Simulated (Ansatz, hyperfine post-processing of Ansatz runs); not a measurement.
# LiSi2NiO6: isotropic lines and sites in a paramagnetic 7Li spectrum

Calculated values: DFT, PBEsol+U, plane-wave PAW, default files (PAW set soft_2), collinear spin, scalar-relativistic (Ansatz), contact and point-dipole shifts scaled to 320 K with Θ = 0 K (a pure Curie law); spin-only moments, above the ordering temperature.

```cif
data_structure
_symmetry_space_group_name_H-M 'P 1'
_symmetry_Int_Tables_number 1
_cell_length_a 10.6866
_cell_length_b 5.3653
_cell_length_c 5.5467
_cell_angle_alpha 90.000
_cell_angle_beta 90.000
_cell_angle_gamma 119.864
_cell_volume 275.80
loop_
_atom_site_label
_atom_site_type_symbol
_atom_site_fract_x
_atom_site_fract_y
_atom_site_fract_z
_atom_site_occupancy
Ni1 Ni 0.00000 0.00000 0.50000 1
Ni2 Ni 0.50000 0.00000 0.50000 1
Si3 Si 0.00000 0.50000 0.83379 1
Si4 Si 0.50000 0.50000 0.83379 1
Si5 Si 0.25000 0.50000 0.16621 1
Si6 Si 0.75000 0.50000 0.16621 1
O7 O 0.17094 0.21135 0.33318 1
O8 O 0.67094 0.21135 0.33318 1
O9 O 0.43474 0.21135 0.66682 1
O10 O 0.93474 0.21135 0.66682 1
O11 O 0.06526 0.78865 0.66682 1
O12 O 0.56526 0.78865 0.66682 1
O13 O 0.32906 0.78865 0.33318 1
O14 O 0.82906 0.78865 0.33318 1
O15 O 0.13135 0.52541 0.00000 1
O16 O 0.63135 0.52541 0.00000 1
O17 O 0.36865 0.47459 0.00000 1
O18 O 0.86865 0.47459 0.00000 1
Li19 Li 0.25000 0.00000 0.50000 1
Li20 Li 0.75000 0.00000 0.50000 1
```

7Li MAS at 4.7 T (77.8 MHz), 40 kHz, 320 K; contact and dipolar shift alone, no orbital or quadrupolar part; lines under 1.5 % of the strongest are left out. Lines of the NMR spectrum (strongest = 100):

```csv
position (ppm),intensity
-851.1,4.4
-336.8,31
177.5,100
691.8,56
1206.0,27
1720.3,42
2234.6,14
2748.9,4.9
```

Q: Find the isotropic shifts among the lines and assign them to the Li sites.

Sidebands are spaced by 514 ppm (the spinning rate over the resonance of 77.8 MHz). An isotropic line need not be the tallest: it is the area-weighted centre of its own family of sidebands, and the one that stays put when the rate is changed. Isotropic shifts: 692 ppm for atom 19 and the 1 atom equivalent to it (2 Ni through links of 89° (4)), reduced anisotropy 1818 ppm.

[Logs are printed without paths, hosts, clocks, repeated set-up lines and the standing remarks that a program may print on its own settings, such as how far it seeks lower states.]

[Hosts, paths, dates, database ids (printed as entryN), source tags and the programs' standing remarks are cut or masked in the printed files.]
